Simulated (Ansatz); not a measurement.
# BeC2 (built on the sites of a database entry of BaC2): following an unstable mode, part 2 of 3

Wanted: the energy along a soft mode of BeC2 (built on the sites of a database entry of BaC2) and the structure at the end.

Ansatz 0.2.0; DFT PBE+D4, scalar-relativistic, plane waves, PAW.

So far, highest frequency on the path or at a solved wavevector (cm⁻¹): step 2 (response at finite wavevector) 2026. Also lowest frequency on the path (cm⁻¹): step 2 -406.

The structure was built from a prototype and need not be the compound's stable phase.

### 4. The mode frozen in, largest atomic shift 0.45 Å

The atoms are moved along the unstable eigenvector, the largest shift by 0.45 Å, with the cell fixed.

Input file input.yaml:

```yaml
crystal:
  lattice:
    - [-1.8293136088, 1.8293136088, 2.3198747691]
    - [1.8293136088, -1.8293136088, 2.3198747691]
    - [3.6586272175, 3.6586272175, 0.0]
  atoms:
    - { symbol: Be, position: [-0.0869719795, 0.0869719795, 0.0] }
    - { symbol: Be, position: [0.5869719795, 0.4130280205, 0.5] }
    - { symbol: C, position: [0.0968183466, 0.1720734115, 0.5] }
    - { symbol: C, position: [0.6720734115, 0.5968183466, 0.0] }
    - { symbol: C, position: [0.8279265885, 0.9031816534, 0.5] }
    - { symbol: C, position: [0.4031816534, 0.3279265885, 0.0] }
kpoints:
  mp_grid: { grid: [8, 8, 6] }
hamiltonian:
  xc: pbe
  dispersion: d4
scf:
  occupations: { method: gaussian, width: 0.02 }
output:
  forces: true
  stress: true
  eigenvalues: true
```

Launch:

```console
$ ansatz run input.yaml --threads 4 --pin off --max-ram 7168MiB --backend cpu --events-out ev --progress --plain --runs-dir out
```

Numbers of over 12 decimals in the logs are rounded to 6 here.

What it wrote:

```text
[...]
Crystal: 6 atoms, lattice volume = 62.106 Å³
Basis set: ecut = 420 eV, 1223 PW (Γ), exchange–correlation on 48×48×72 points (8 copies of the dense FFT grid, shifted against one another)
Bands: 16, of which v1, the nominal top of the filled ones, is band 10 counted from 1 (9 counted from 0)
Symmetry: 8 space group operations
[...]
k-points: 84 of 384
[...]
k-point 0: bands = [... 6 lower, 0.9211, 2.1009, 2.7524, 3.4487, 4.7409, 6.5031, 8.1589, 12.0592, ... 1 higher]
  k-point 1: bands = [... 6 lower, 0.7642, 2.1195, 2.7072, 3.3760, 4.8252, 6.3407, 8.4741, 11.3552, ... 1 higher]
  k-point 2: bands = [... 6 lower, 1.3385, 2.1762, 2.5976, 3.0480, 5.0784, 5.9417, 9.2898, 10.7617, ... 1 higher]
  k-point 83: bands = [... 6 lower, 0.2752, 0.2752, 3.2382, 3.2382, 8.8659, 8.8659, 9.1563, 9.1563, ... 1 higher]
[key lines of the parts left out:]
SCF converged after 6 iterations
Free energy (F): -1185.971305 eV
Fermi energy:    4.094814 eV
P = ⅓ Tr σ = -5.4818 GPa (-54.818 kbar)
```

Elapsed: 1.4 s, on 4 threads of Arm Neoverse V1, shared host; peak memory 0.36 GiB; 5.1 s of CPU time.

Numbers from this step:

* pressure: -5.482 GPa
* gap on the k-mesh: 1.292 eV
* energy from the undistorted cell: -93.54 meV/atom

The energy, extrapolated to zero smearing, is -93.54 meV/atom against the undistorted cell.

The run ends at a pressure of -5.48 GPa, with forces up to 1.2 eV/Å.

### 5. Energy along the mode, all amplitudes (two of the runs are shown above)

An imaginary frequency means negative curvature, so the energy should fall and then rise again as anharmonic terms take over.

Numbers from this step:

```
depth at the lowest point sampled  : 93.54 meV/atom
largest atomic shift at that point : 0.45 Å
```

Energy from the parent against largest atomic shift:

```csv
largest atomic shift (Å),energy from the parent (meV/atom)
0.000,0
0.040,-2.13
0.080,-8.37
0.140,-24.3
0.220,-53.0
0.320,-84.7
0.450,-93.5
0.600,2.96
```

Displacement at unit largest shift by atom:

```csv
atom,x (Å),y (Å),z (Å),size
Be1,0.707,-0.707,0.000,1.000
Be2,-0.707,0.707,0.000,1.000
C3,0.306,-0.306,0.000,0.433
C4,-0.306,0.306,0.000,0.433
C5,0.306,-0.306,0.000,0.433
C6,-0.306,0.306,0.000,0.433
```

The lowest of the steps tried is at 0.45 Å, 93.5 meV/atom below the parent; the bottom of the well need not coincide with a step.

### 6. Relaxation from the frozen mode

Starting from the lowest point found, all atoms and the cell are let go, so that strain and other modes of the same symmetry can join in.

input.yaml, as its differences from that of step 4:

```diff
@@ -18,3 +18,3 @@
 scf:
-  occupations: { method: gaussian, width: 0.02 }
+  occupations: { method: fixed }
 output:
@@ -23 +23,6 @@
   eigenvalues: true
+relax:
+  adjacent_minimum: "off"
+  f_tol: 0.002
+  max_steps: 120
+  cell: { stress_tol: 0.03 }
```

What it wrote:

```text
[...]
Crystal: 6 atoms, lattice volume = 62.106 Å³
Basis set: ecut = 420 eV, 1223 PW (Γ), exchange–correlation on 48×48×72 points (8 copies of the dense FFT grid, shifted against one another)
Bands: 16, of which v1, the nominal top of the filled ones, is band 10 counted from 1 (9 counted from 0)
Symmetry: 8 space group operations
[...]
k-points: 84 of 384
[...]
SCF iter   1: F=—  HF=-1185.965047 eV  |F-HF|=—  |Δ(HF+E_count)|=         —  Δρ=5.47e-3  dr2=8.73e-3  ethr=1.77e-3  ⟨swp⟩=5.3  Hψ=6917  notcnv=0  defer=307
[...]
SCF iter   6: F=-1185.971305 eV  HF=-1185.971305 eV  |F-HF|=4.89e-9  |Δ(HF+E_count)|=   8.76e-8  Δρ=2.58e-6  dr2=1.77e-9  ethr=5.00e-10  ⟨swp⟩=9.7  Hψ=7751  notcnv=0
SCF 1 converged in 6 iterations: F = -1185.971305 eV  dr2 = 1.77e-9
[...]
relax step   1: F+E_penalty+E_count = -1185.97130481 eV  Δ(F+E_penalty+E_count) = +0.000e0 eV  max|allowed force component| = 1.171e0 eV/Å  Δτ_max = 0.0000 Å  P = -5.482 GPa  Ω = 62.106 Å³  (6 SCF iters, dr2 threshold 1.00e-7 eV, accepted)
Crystal: 6 atoms, lattice volume = 62.026 Å³
Basis set: ecut = 420 eV, 1231 PW (Γ), exchange–correlation on 48×48×72 points (8 copies of the dense FFT grid, shifted against one another)
[...]
SCF iter   1: F=—  HF=-1186.485480 eV  |F-HF|=—  |Δ(HF+E_count)|=         —  Δρ=5.28e-2  dr2=9.40e-1  ethr=3.10e-3  ⟨swp⟩=5.0  Hψ=6456  notcnv=0  defer=223
[...]
SCF iter   6: F=-1186.175855 eV  HF=-1186.175855 eV  |F-HF|=9.04e-8  |Δ(HF+E_count)|=   5.46e-6  Δρ=2.21e-5  dr2=1.60e-7  ethr=3.00e-9  ⟨swp⟩=10.3  Hψ=8920  notcnv=0
SCF 2 converged in 6 iterations: F = -1186.175855 eV  dr2 = 1.60e-7
relax step   2: F+E_penalty+E_count = -1186.17585499 eV  Δ(F+E_penalty+E_count) = -2.046e-1 eV  max|allowed force component| = 3.237e-1 eV/Å  Δτ_max = 0.1944 Å  P = -2.644 GPa  Ω = 62.026 Å³  energy of the carried Pulay correction = +1.574e-4 eV  (6 SCF iters, dr2 threshold 6.00e-7 eV, accepted)
Crystal: 6 atoms, lattice volume = 62.074 Å³
Basis set: ecut = 420 eV, 1225 PW (Γ), exchange–correlation on 48×48×72 points (8 copies of the dense FFT grid, shifted against one another)
iter 1 solved again at ethr=1.00e-3 eV; its pass at ethr=3.10e-3 eV (dr2=2.00e-1 eV) is discarded
[...]
SCF iter   6: F=-1186.236488 eV  HF=-1186.236488 eV  |F-HF|=9.87e-9  |Δ(HF+E_count)|=   6.33e-7  Δρ=8.08e-6  dr2=2.05e-8  ethr=3.00e-9  ⟨swp⟩=9.7  Hψ=7757  notcnv=0
SCF 3 converged in 6 iterations: F = -1186.236488 eV  dr2 = 2.05e-8
[...]
relax step   3: F+E_penalty+E_count = -1186.23648837 eV  Δ(F+E_penalty+E_count) = -6.063e-2 eV  max|allowed force component| = 1.015e-1 eV/Å  Δτ_max = 0.0760 Å  P = +0.496 GPa  Ω = 62.074 Å³  energy of the carried Pulay correction = +6.178e-5 eV  (6 SCF iters, dr2 threshold 6.00e-7 eV, accepted)
[... from here on, the SCF cycles and remarks between the steps are left out ...]
relax step   4: F+E_penalty+E_count = -1186.23896675 eV  Δ(F+E_penalty+E_count) = -2.478e-3 eV  max|allowed force component| = 5.076e-2 eV/Å  Δτ_max = 0.0120 Å  P = -0.081 GPa  Ω = 62.455 Å³  energy of the carried Pulay correction = -6.906e-4 eV  (5 SCF iters, dr2 threshold 6.00e-7 eV, accepted)
relax step   5: F+E_penalty+E_count = -1186.23956231 eV  Δ(F+E_penalty+E_count) = -5.956e-4 eV  max|allowed force component| = 2.375e-2 eV/Å  Δτ_max = 0.0080 Å  P = -0.095 GPa  Ω = 62.676 Å³  energy of the carried Pulay correction = -1.125e-3 eV  (4 SCF iters, dr2 threshold 5.65e-7 eV, accepted)
relax step   6: F+E_penalty+E_count = -1186.23974870 eV  Δ(F+E_penalty+E_count) = -1.864e-4 eV  max|allowed force component| = 3.668e-2 eV/Å  Δτ_max = 0.0047 Å  P = -0.119 GPa  Ω = 62.682 Å³  energy of the carried Pulay correction = -1.136e-3 eV  (4 SCF iters, dr2 threshold 8.72e-8 eV, accepted)
relax step   7: F+E_penalty+E_count = -1186.23975223 eV  Δ(F+E_penalty+E_count) = -3.528e-6 eV  max|allowed force component| = 2.994e-3 eV/Å  Δτ_max = 0.0010 Å  P = -0.013 GPa  Ω = 62.712 Å³  energy of the carried Pulay correction = -1.197e-3 eV  (3 SCF iters, dr2 threshold 2.36e-7 eV, accepted)
relax step   8: F+E_penalty+E_count = -1186.23974751 eV  Δ(F+E_penalty+E_count) = +4.720e-6 eV  max|allowed force component| = 8.026e-5 eV/Å  Δτ_max = 0.0001 Å  P = -0.000 GPa  Ω = 62.715 Å³  energy of the carried Pulay correction = -1.202e-3 eV  (4 SCF iters, dr2 threshold 3.88e-9 eV, accepted)
relax step   9: F+E_penalty+E_count = -1186.24739823 eV  Δ(F+E_penalty+E_count) = -7.651e-3 eV  max|allowed force component| = 1.027e-3 eV/Å  Δτ_max = 0.0000 Å  P = +0.134 GPa  Ω = 62.715 Å³  stress off target by 4.87e-1 GPa  SCF on the basis re-selected at this cell (its energy is not comparable with the rows above)  (6 SCF iters)
relax step  10: F+E_penalty+E_count = -1186.24715857 eV  Δ(F+E_penalty+E_count) = +2.397e-4 eV  max|allowed force component| = 1.416e-2 eV/Å  Δτ_max = 0.0037 Å  P = +0.078 GPa  Ω = 63.430 Å³  energy of the carried Pulay correction = -1.574e-3 eV  (4 SCF iters, dr2 threshold 5.93e-7 eV, accepted)
relax step  11: F+E_penalty+E_count = -1186.24659822 eV  Δ(F+E_penalty+E_count) = +5.603e-4 eV  max|allowed force component| = 1.999e-2 eV/Å  Δτ_max = 0.0162 Å  P = +0.052 GPa  Ω = 63.579 Å³  energy of the carried Pulay correction = -1.920e-3 eV  (5 SCF iters, dr2 threshold 7.25e-8 eV, rejected (line search))
relax step  12: F+E_penalty+E_count = -1186.24685123 eV  Δ(F+E_penalty+E_count) = +3.073e-4 eV  max|allowed force component| = 2.502e-2 eV/Å  Δτ_max = 0.0038 Å  P = -0.098 GPa  Ω = 63.557 Å³  energy of the carried Pulay correction = -1.864e-3 eV  (7 SCF iters, rejected (line search))
relax step  13: F+E_penalty+E_count = -1186.24708261 eV  Δ(F+E_penalty+E_count) = +7.596e-5 eV  max|allowed force component| = 1.081e-3 eV/Å  Δτ_max = 0.0018 Å  P = +0.015 GPa  Ω = 63.480 Å³  energy of the carried Pulay correction = -1.691e-3 eV  (6 SCF iters, accepted)
relax step  14: F+E_penalty+E_count = -1186.24695417 eV  Δ(F+E_penalty+E_count) = +1.284e-4 eV  max|allowed force component| = 2.830e-3 eV/Å  Δτ_max = 0.0027 Å  P = -0.004 GPa  Ω = 63.544 Å³  energy of the carried Pulay correction = -1.838e-3 eV  (5 SCF iters, dr2 threshold 2.83e-9 eV, accepted)
relax step  15: F+E_penalty+E_count = -1186.24696096 eV  Δ(F+E_penalty+E_count) = -6.788e-6 eV  max|allowed force component| = 3.867e-4 eV/Å  Δτ_max = 0.0000 Å  P = -0.000 GPa  Ω = 63.541 Å³  energy of the carried Pulay correction = -1.831e-3 eV  (4 SCF iters, dr2 threshold 5.01e-10 eV, accepted)
relax step  16: F+E_penalty+E_count = -1186.24896173 eV  Δ(F+E_penalty+E_count) = -2.001e-3 eV  max|allowed force component| = 8.784e-4 eV/Å  Δτ_max = 0.0000 Å  P = +0.009 GPa  Ω = 63.541 Å³  stress off target by 5.90e-2 GPa  SCF on the basis re-selected at this cell (its energy is not comparable with the rows above)  (5 SCF iters)
relax step  17: F+E_penalty+E_count = -1186.24876721 eV  Δ(F+E_penalty+E_count) = +1.945e-4 eV  max|allowed force component| = 1.291e-3 eV/Å  Δτ_max = 0.0002 Å  P = -0.002 GPa  Ω = 63.642 Å³  energy of the carried Pulay correction = -2.180e-4 eV  (4 SCF iters, dr2 threshold 8.70e-9 eV, accepted)
[...]
SCF iter   5: F=-1186.249027 eV  HF=-1186.249027 eV  |F-HF|=1.14e-12  |Δ(HF+E_count)|=    0.00e0  Δρ=8.92e-8  dr2=3.78e-12  ethr=1.00e-12  ⟨swp⟩=10.5  Hψ=8272  notcnv=0
SCF 18 converged in 5 iterations: F = -1186.249027 eV  dr2 = 3.78e-12
relax step  18: F+E_penalty+E_count = -1186.24902656 eV  Δ(F+E_penalty+E_count) = -2.593e-4 eV  max|allowed force component| = 1.305e-3 eV/Å  Δτ_max = 0.0000 Å  P = -0.000 GPa  Ω = 63.642 Å³  stress off target by 1.16e-2 GPa  SCF on the basis re-selected at this cell (its energy is not comparable with the rows above)  (5 SCF iters)
[...]
SCF converged after 5 iterations
Free energy (F): -1186.249027 eV
[...]
Internal energy: -1186.249027 eV  (E = F + TS)
E sigma→0 (E₀):  -1186.249027 eV
Fermi energy:    2.762081 eV
[...]
--- Forces (eV/Å), atoms counted from 1 ---
  atom   1  Be     0.00094069    -0.00094069     0.00000000
  atom   2  Be    -0.00094069     0.00094069    -0.00000000
  atom   3  C      0.00039083    -0.00039083     0.00130491
  atom   4  C     -0.00039083     0.00039083     0.00130491
  atom   5  C      0.00039083    -0.00039083    -0.00130491
  atom   6  C     -0.00039083     0.00039083    -0.00130491
  max |Σ_I F_I| component: 1.67e-16 eV/Å
--- Stress (GPa, compression-positive) ---
       -0.001004       0.010645       0.000000
        0.010645      -0.001004      -0.000000
        0.000000      -0.000000       0.001253
  P = ⅓ Tr σ = -0.0003 GPa (-0.003 kbar)
--- Band table (eV; the first three rows and the last of 84) ---
  k-point 0: bands = [... 6 lower, 0.1265, 2.1886, 2.5546, 2.7450, 4.6129, 5.6941, 8.4993, 11.0375, ... 2 higher]
  k-point 1: bands = [... 6 lower, 0.0490, 2.1515, 2.5295, 2.5953, 4.6652, 5.5990, 8.6992, 10.9194, ... 2 higher]
  k-point 2: bands = [... 6 lower, 0.3963, 1.8333, 2.3957, 2.4673, 4.8229, 5.3593, 9.2287, 10.5343, ... 2 higher]
  k-point 83: bands = [... 6 lower, 0.0515, 0.0515, 2.4067, 2.4067, 8.2692, 8.2692, 8.8700, 8.8700, ... 2 higher]
--- Relaxed structure (15 steps of the walk, 13 accepted, 3 SCFs on fresh bases) ---
  F+E_penalty+E_count = -1186.24902656 eV   max|allowed force component| = 1.305e-3 eV/Å   (the final SCF, on the basis selected at the relaxed cell)
  cell:  # Å, volume = 63.6423 Å³
    - [-1.811600, 1.811600, 2.212516]
    - [1.811600, -1.811600, 2.212516]
    - [3.969513, 3.969513, 0]
  atoms:
    - { symbol: Be, position: [-0.070900, 0.070900, 6.938893903907228e-18] }
    - { symbol: Be, position: [0.570900, 0.429100, 0.500000] }
    - { symbol: C, position: [0.082913, 0.199234, 0.5] }
    - { symbol: C, position: [0.699234, 0.582913, -6.938893903907228e-18] }
    - { symbol: C, position: [0.800766, 0.917087, 0.5] }
    - { symbol: C, position: [0.417087, 0.300766, 0.0] }
```

The job ended after 27 s (4 threads; peak memory 0.39 GiB).

Step by step:

```csv
step,energy less that of the first step (eV),largest force component (eV/Å),pressure (GPa),volume (Å³)
1,0.0000,1.1706,-5.48,62.11
2,-0.2045,0.3237,-2.64,62.03
3,-0.2652,0.1015,0.50,62.07
4,-0.2677,0.0508,-0.08,62.46
5,-0.2683,0.0237,-0.09,62.68
6,-0.2684,0.0367,-0.12,62.68
7,-0.2684,0.0030,-0.01,62.71
8,-0.2684,0.0001,0.00,62.72
9*,-0.2761,0.0010,0.13,62.72
10,-0.2759,0.0142,0.08,63.43
11,-0.2753,0.0200,0.05,63.58
12,-0.2755,0.0250,-0.10,63.56
13,-0.2758,0.0011,0.01,63.48
14,-0.2756,0.0028,0.00,63.54
15,-0.2757,0.0004,0.00,63.54
16*,-0.2777,0.0009,0.01,63.54
17,-0.2775,0.0013,0.00,63.64
18*,-0.2777,0.0013,0.00,63.64
```

Relaxation steps marked * repeat the geometry before them on a plane-wave basis chosen anew for their cell, so energy and pressure can jump there. Relaxation steps 11, 12 were tried and not accepted.

Forces are held to the 8 operations that the run works with; a distortion that breaks them can't arise in this run.

```csv
"conventional cell, symmetrised",before,after,change
a (Å),4.640,4.425,-4.6 %
b (Å),5.174,5.124,-1.0 %
c (Å),5.174,5.614,+8.5 %
volume (Å³/atom),10.35,10.61,+2.5 %
```

The atoms that moved most (Å, as changes of fractional coordinates times the final cell):

```csv
atom,dx,dy,dz,length
C5,0.074,-0.074,-0.029,0.109
C6,-0.074,0.074,-0.029,0.109
C4,-0.074,0.074,0.029,0.109
C3,0.074,-0.074,0.029,0.109
Be1,-0.058,0.058,0.000,0.082
Be2,0.058,-0.058,0.000,0.082
```

The relaxed structure:

```xyz
6
Lattice="-1.8116 1.8116 2.2125 1.8116 -1.8116 2.2125 3.9695 3.9695 0.0000" Properties=species:S:1:pos:R:3 pbc="T T T"
Be    0.2569   -0.2569    0.0000
Be    1.7279    2.2416    2.2125
C     2.1955    1.7740    0.6243
C    -0.2107    0.2107    2.8368
C     2.1955    1.7740    3.8008
C    -0.2107    0.2107    1.5883
```

Numbers from this step:

- pressure: -2.52e-4 GPa
- gap on the k-mesh: 1.851 eV
- volume per atom: 10.61 Å³

The distorted start has space group Cmcm; the relaxation ends in Cmcm.

### 7. The new phase in its own primitive cell

The relaxed structure is symmetrised, reduced to its primitive cell and relaxed tightly, as its phonons need.

Input file input.yaml:

```yaml
crystal:
  lattice:
    - [2.2125160756, -2.5619891112, 0.0]
    - [2.2125160756, 2.5619891112, 0.0]
    - [0.0, 0.0, 5.6137388056]
  atoms:
    - { symbol: Be, position: [0.8209002484, 0.1790997516, 0.75] }
    - { symbol: Be, position: [0.1790997516, 0.8209002484, 0.25] }
    - { symbol: C, position: [0.9492339893, 0.332912626, 0.25] }
    - { symbol: C, position: [0.332912626, 0.9492339893, 0.75] }
    - { symbol: C, position: [0.667087374, 0.0507660107, 0.25] }
    - { symbol: C, position: [0.0507660107, 0.667087374, 0.75] }
kpoints:
  mp_grid: { grid: [8, 8, 4] }
hamiltonian:
  xc: pbe
  dispersion: d4
scf:
  occupations: { method: fixed }
output:
  forces: true
  stress: true
  eigenvalues: true
relax:
  adjacent_minimum: "off"
  f_tol: 0.001
  max_steps: 60
  cell: { stress_tol: 0.01 }
```

What it wrote:

```text
[...]
Crystal: 6 atoms, lattice volume = 63.642 Å³
Basis set: ecut = 420 eV, 1257 PW (Γ), exchange–correlation on 48×48×80 points (8 copies of the dense FFT grid, shifted against one another)
Bands: 16, of which v1, the nominal top of the filled ones, is band 10 counted from 1 (9 counted from 0)
Symmetry: 8 space group operations
[...]
k-points: 63 of 256
[...]
cell:  # Å, volume = 63.6430 Å³
    - [2.212469, -2.561754, 0.0]
    - [2.212469, 2.561754, 0.0]
    - [0.0, 0.0, 5.614434]
  atoms:
    - { symbol: Be, position: [0.820941, 0.179059, 0.75] }
    - { symbol: Be, position: [0.179059, 0.820941, 0.25] }
    - { symbol: C, position: [0.949209, 0.332946, 0.25] }
    - { symbol: C, position: [0.332946, 0.949209, 0.75] }
    - { symbol: C, position: [0.667054, 0.050791, 0.25] }
    - { symbol: C, position: [0.050791, 0.667054, 0.75] }
[key lines of the parts left out:]
SCF converged after 6 iterations
Free energy (F): -1186.249078 eV
Fermi energy:    2.760925 eV
P = ⅓ Tr σ = 0.0039 GPa (0.039 kbar)
```

The job ended after 6.2 s (4 threads; peak memory 0.38 GiB; 23 s of CPU time).

Little changed from the start: no atom moved by 0.005 Å and no cell edge by 0.1 %.

This step gave:

* pressure: 0.003860 GPa
* direct gap on mesh: 1.868 eV

The largest force component left is 0.83 meV/Å and the pressure is 0.004 GPa, within the tolerances set. The cell now holds 10.61 Å³/atom.

[end of part 2 of 3]

[Logs are printed without paths, hosts, clocks, repeated set-up lines and the standing remarks that a program may print on its own settings, such as how far it seeks lower states.]

[Hosts, paths, dates, database ids (printed as entryN), source tags and the programs' standing remarks are cut or masked in the printed files.]
